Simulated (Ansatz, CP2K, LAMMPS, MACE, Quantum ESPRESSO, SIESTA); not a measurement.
**Structure and levels of amorphous 64HfO2-36SiO2 (mol %) (84 atoms) across programs**

Aim: relax amorphous 64HfO2-36SiO2 (mol %) (84 atoms), then compare forces, pressure and levels from several programs at that geometry.

All numbers are calculated, not measured.

### Step 1. The cell

The cell holds 84 atoms (18 Hf, 10 Si and 56 O), with edges of 10.61, 10.61 and 10.61 Å. Recipe: 84 atoms (18 Zr, 10 Si, 56 O) placed at random at 3.92 g/cm³, melted at 5000 K for 10 ps at fixed volume with the Morse and Coulomb pair potential with partial charges (Pedone, Malavasi, Menziani, Cormack and Segre, J. Phys. Chem. B 110, 11780 (2006)). Quenched from 5000 K to 300 K at 50 K/ps and fixed volume, held 5 ps, then minimised at fixed cell. Then Zr was replaced by Hf (the potential has no terms for the new elements, so the cell is a start for a DFT relaxation). Then the atoms were relaxed with MACE MP-0b3 medium in the fixed cell. Then the atoms were relaxed with CP2K double zeta, PBE.

### Step 2. The relaxation

CP2K double zeta (DZVP-MOLOPT-SR, GTH-PBE potentials, 480 Ry; k-points Γ) took 23 geometry steps and reached its thresholds. It started from the geometry that MACE MP-0b3 medium had relaxed.

Elapsed: 11 min, on 4 MPI ranks of AMD EPYC 9R45, shared host; peak memory 3.2 GiB.

|  | before | after |
| --- | --- | --- |
| energy (meV/atom) | 0 | -4.6 |
| Hf-O bonds under 2.82 Å | 103 at 2.127 Å | 102 at 2.121 Å |
| Si-O bonds under 2.12 Å | 40 at 1.650 Å | 40 at 1.653 Å |

Atoms moved by 0.05 Å r.m.s. and 0.14 Å at most, with the common shift taken off.

### Step 3. Structure of the relaxed cell

Density 6.11 g/cm³, 14.21 Å³ an atom.

Pair distribution functions g(r), in bins of 0.2 Å:

| r (Å) | total | O-O | O-Hf | O-Si | Hf-Hf | Hf-Si | Si-Si |
| --- | --- | --- | --- | --- | --- | --- | --- |
| 1.50 | 0.05 | 0.00 | 0.00 | 0.34 | 0.00 | 0.00 | 0.00 |
| 1.70 | 1.92 | 0.00 | 0.00 | 12.09 | 0.00 | 0.00 | 0.00 |
| 1.90 | 0.89 | 0.00 | 3.10 | 0.00 | 0.00 | 0.00 | 0.00 |
| 2.10 | 1.67 | 0.00 | 5.84 | 0.00 | 0.00 | 0.00 | 0.00 |
| 2.30 | 0.41 | 0.00 | 1.44 | 0.00 | 0.00 | 0.00 | 0.00 |
| 2.50 | 0.34 | 0.67 | 0.16 | 0.00 | 0.00 | 0.00 | 0.00 |
| 2.70 | 1.55 | 3.28 | 0.33 | 0.00 | 0.00 | 0.00 | 0.00 |
| 2.90 | 0.91 | 1.90 | 0.06 | 0.11 | 0.00 | 0.31 | 1.19 |
| 3.10 | 0.83 | 1.49 | 0.24 | 0.26 | 0.30 | 0.56 | 1.04 |
| 3.30 | 0.97 | 1.12 | 0.26 | 0.55 | 2.42 | 3.33 | 1.77 |
| 3.50 | 0.88 | 0.72 | 0.49 | 1.03 | 1.19 | 3.92 | 0.00 |
| 3.70 | 1.04 | 0.80 | 0.85 | 1.36 | 3.22 | 1.34 | 0.00 |
| 3.90 | 0.90 | 0.68 | 1.02 | 1.22 | 2.12 | 0.34 | 0.00 |
| 4.10 | 0.99 | 0.59 | 1.54 | 1.41 | 1.06 | 0.15 | 0.56 |
| 4.30 | 1.18 | 0.90 | 1.27 | 1.98 | 0.48 | 1.01 | 1.58 |
| 4.50 | 1.17 | 0.79 | 1.76 | 1.43 | 0.00 | 1.31 | 1.42 |
| 4.70 | 1.10 | 0.90 | 1.52 | 0.99 | 0.80 | 0.96 | 1.69 |
| 4.90 | 0.98 | 0.94 | 1.24 | 0.88 | 0.49 | 0.66 | 0.79 |
| 5.10 | 0.96 | 1.13 | 0.85 | 0.59 | 0.34 | 1.72 | 1.09 |

Bonds by pair of elements; cutoffs follow the first minimum of g(r), held within bounds set by covalent radii, and pairs that aren't listed don't count as bonded:

| pair A-B | cutoff (Å) | bonds | mean length (Å) | spread (Å) | shortest (Å) | B about A | A about B |
| --- | --- | --- | --- | --- | --- | --- | --- |
| O-Hf | 2.82 | 102 | 2.12 | 0.174 | 1.92 | 1.82 | 5.67 |
| O-Si | 2.12 | 40 | 1.65 | 0.034 | 1.59 | 0.714 | 4 |

How many atoms have how many bonded neighbours:

| element | mean | 2 | 3 | 4 | 5 | 6 |
| --- | --- | --- | --- | --- | --- | --- |
| Hf | 5.67 | 0 | 0 | 0 | 6 | 12 |
| O | 2.54 | 26 | 30 | 0 | 0 | 0 |
| Si | 4 | 0 | 0 | 10 | 0 | 0 |

Bond angles, per cent of each kind in bins of 5°:

| angle (°) | O-Hf-O | Hf-O-Hf | O-Si-O | Hf-O-Si |
| --- | --- | --- | --- | --- |
| 60–65 | 0.8 | 0.0 | 0.0 | 0.0 |
| 65–70 | 2.5 | 0.0 | 0.0 | 0.0 |
| 70–75 | 6.2 | 0.0 | 0.0 | 0.0 |
| 75–80 | 8.3 | 0.0 | 0.0 | 0.0 |
| 80–85 | 13.8 | 0.0 | 0.0 | 0.0 |
| 85–90 | 10.0 | 0.0 | 0.0 | 0.0 |
| 90–95 | 8.8 | 6.1 | 1.7 | 4.3 |
| 95–100 | 7.9 | 7.6 | 3.3 | 6.5 |
| 100–105 | 6.2 | 21.2 | 15.0 | 0.0 |
| 105–110 | 2.1 | 12.1 | 31.7 | 2.2 |
| 110–115 | 5.8 | 6.1 | 30.0 | 6.5 |
| 115–120 | 2.5 | 1.5 | 18.3 | 2.2 |
| 120–125 | 3.3 | 9.1 | 0.0 | 13.0 |
| 125–130 | 0.8 | 9.1 | 0.0 | 13.0 |
| 130–135 | 2.1 | 7.6 | 0.0 | 10.9 |
| 135–140 | 3.8 | 1.5 | 0.0 | 6.5 |
| 140–145 | 1.7 | 4.5 | 0.0 | 2.2 |
| 145–150 | 1.2 | 3.0 | 0.0 | 17.4 |
| 150–155 | 2.9 | 6.1 | 0.0 | 6.5 |
| 155–160 | 2.1 | 3.0 | 0.0 | 2.2 |
| 160–165 | 1.2 | 0.0 | 0.0 | 0.0 |
| 165–170 | 4.2 | 0.0 | 0.0 | 0.0 |
| 170–175 | 1.2 | 1.5 | 0.0 | 6.5 |
| 175–180 | 0.4 | 0.0 | 0.0 | 0.0 |

Bond angles (no mean is given where the spread exceeds 20°):

| angle | count | mean (°) | spread (°) |
| --- | --- | --- | --- |
| O-Hf-O | 240 | - | - |
| Hf-O-Hf | 66 | 119 | 19.7 |
| O-Si-O | 60 | 109 | 5.7 |
| Hf-O-Si | 46 | 132 | 19.8 |
| Si-O-Si | 4 | 138 | 15.5 |

Oxygen atoms by the number of network formers (Si, P, Ge, B, Al, As, Ga) bound to them:

| network formers bound to O | O atoms | per cent |
| --- | --- | --- |
| 0 | 20 | 35.7 |
| 1 | 32 | 57.1 |
| 2 | 4 | 7.1 |

Network units: each former by its oxygen neighbours and how many of them bridge to another former:

| former | O neighbours | bridging O | atoms |
| --- | --- | --- | --- |
| Si | 4 | 0 | 2 |
| Si | 4 | 1 | 8 |

Bond length by coordination (bonds to H left out):

| element | coordination | atoms | mean bond length (Å) |
| --- | --- | --- | --- |
| Hf | 5 | 6 | 2.08 |
| Hf | 6 | 12 | 2.14 |
| O | 2 | 26 | 1.80 |
| O | 3 | 30 | 2.10 |

Rings of the network by King's shortest-path rule, up to 12 atoms, one path for each pair of neighbours; H, halogens, alkali and alkaline-earth atoms are left out, and the last column divides by all other atoms, bonded or not:

| ring size (atoms) | rings | per network atom |
| --- | --- | --- |
| 4 | 20 | 0.238 |
| 6 | 34 | 0.405 |
| 8 | 73 | 0.869 |
| 10 | 43 | 0.512 |
| 12 | 14 | 0.167 |

For some of the pairs, g(r) has its first main peak near 2.7 Å (O-O), 2.0 Å (O-Hf), 1.6 Å (O-Si) and 3.4 Å (Hf-Si). With the cutoffs above, 67 % of Hf atoms have 6, 54 % of O atoms have 3 and all Si atoms have 4 bonded neighbours. Counting bonds to Si alone, not to Hf, 7 % of the oxygens join two of these atoms and 57 % one; 36 % join none. The commonest Si unit has 4 oxygens, 1 of them shared with other formers (8 of 10 atoms). Rings of 8 atoms are the most common (40 % of those counted); sizes run from 4 to 12, where the search stops.

### Step 4. The plane-wave reference

Quantum ESPRESSO 7.5: Kohn-Sham DFT, PBE, SSSP efficiency 1.3.0 pseudopotentials, plane waves. Its input for the relaxed cell:

```
&control
  calculation = 'scf'
  pseudo_dir = './pseudo'
  outdir = './tmp'
  disk_io = 'none'
  tprnfor = .true.
  tstress = .true.
/
&system
  ibrav = 0
  nat = 84
  ntyp = 3
  ecutwfc = 60
  ecutrho = 480
  nosym = .true.
  occupations = 'smearing'
  smearing = 'fd'
  degauss = 0.003675
/
&electrons
  conv_thr = 4.2e-07
  electron_maxstep = 100
  mixing_beta = 0.4
  mixing_mode = 'plain'
  diagonalization = 'david'
/
ATOMIC_SPECIES
Hf 178.490 Hf.upf
Si 28.085 Si.upf
O 15.999 O.upf
CELL_PARAMETERS angstrom
10.60790 0.00000 0.00000
0.00000 10.60790 0.00000
0.00000 0.00000 10.60790
ATOMIC_POSITIONS crystal
Hf 0.93275 0.74063 0.87722
Hf 0.53292 0.53354 0.43355
Hf 0.23997 0.91237 0.73246
[... 79 atom lines left out ...]
O 0.77263 0.09055 0.22938
O 0.12232 0.15148 0.01247
K_POINTS gamma
```

It took 2 min on 4 MPI ranks of AMD EPYC 9R45, shared host; peak memory 3.8 GiB; 7.9 min of CPU time.

### Step 5. All levels at this geometry

CPU times are from a shared host and are rough.

```
                level                    basis or training data  k-points  own r.m.s. force (meV/Å)  difference from the reference (meV/Å)  pressure (GPa)  Kohn-Sham gap (eV)  CPU time  memory (GiB)
              QE, PBE   plane waves, SSSP efficiency, 60/480 Ry         Γ                       160                                      -           -2.16                4.11   7.9 min           3.8
CP2K triple zeta, PBE     TZV2P-UZH, GTH-PBE potentials, 600 Ry         Γ                       125                                    109           -4.69                4.13   7.9 min           6.7
      SIESTA DZP, PBE  DZP orbitals, shift 0.01 Ry, mesh 400 Ry         Γ                       223                                    184           -0.25                3.99     3 min           1.9
   MACE MP-0b3 medium        trained on PBE(+U) plane-wave data         -                       188                                     92           -2.31                   -     5.6 s           1.1
```

The gap is the spacing of the highest filled and lowest empty Kohn-Sham level on the mesh; a dash marks partly filled levels, a spacing under 0.15 eV or a method without such levels.

### Step 6. What came out

Relaxation in the fixed cell lowers the energy by 5 meV/atom at its own level and moves atoms by up to 0.14 Å. By the cutoffs of the final cell 0 bonds formed and 1 was lost, leaving 142. The reference finds an r.m.s. force of 160 meV/Å there and a pressure of -2.16 GPa, at a geometry that CP2K double zeta made.

Forces differ from the reference's by 92 meV/Å (MACE MP-0b3 medium), 109 meV/Å (CP2K triple zeta, PBE) and 184 meV/Å (SIESTA DZP, PBE). CP2K double zeta is at its own minimum here, so the reference's force is itself a measure of how the two differ. Pressures lie -0.2 GPa (MACE MP-0b3 medium), -2.5 GPa (CP2K triple zeta, PBE) and +1.9 GPa (SIESTA DZP, PBE) from the reference's. The highest filled and lowest empty levels lie 4.11 eV apart in the reference, against 4.13 eV in CP2K triple zeta, PBE and 3.99 eV in SIESTA DZP, PBE. With the cutoffs above, 67 % of Hf atoms have 6, 54 % of O atoms have 3 and all Si atoms have 4 bonded neighbours. Rings of 8 atoms are the most common (40 % of those counted); sizes run from 4 to 12, where the search stops.

Caveats: The density was set by the recipe and held. One sample of a disordered cell; defect or tail levels can set the gap. Gaps are read on the mesh, which holds the band edges only if they fold onto it, and semilocal functionals tend to put them under measured ones. The quench rate of 50 K/ps is many orders above laboratory rates, so the cell is likely richer in defects and strain than a real sample. The reference samples only Γ, in a cell whose shortest periodic width is 11 Å. Spin–orbit coupling is left out, which matters for the levels of the heavy elements. The plane-wave runs aren't exact: their cutoffs and mesh weren't converged further here. SIESTA's automatically made basis is far from complete, and its potentials were converted by us (checked for H, C, O, Si, Ge and Ca alone). Where levels are smeared, the DFT runs use Fermi–Dirac occupations at 580 K (0.05 eV), and energies are free energies.

[Logs are printed without paths, hosts, clocks, repeated set-up lines and the standing remarks that a program may print on its own settings, such as how far it seeks lower states.]

[Hosts, paths, dates, database ids (printed as entryN), source tags and the programs' standing remarks are cut or masked in the printed files.]
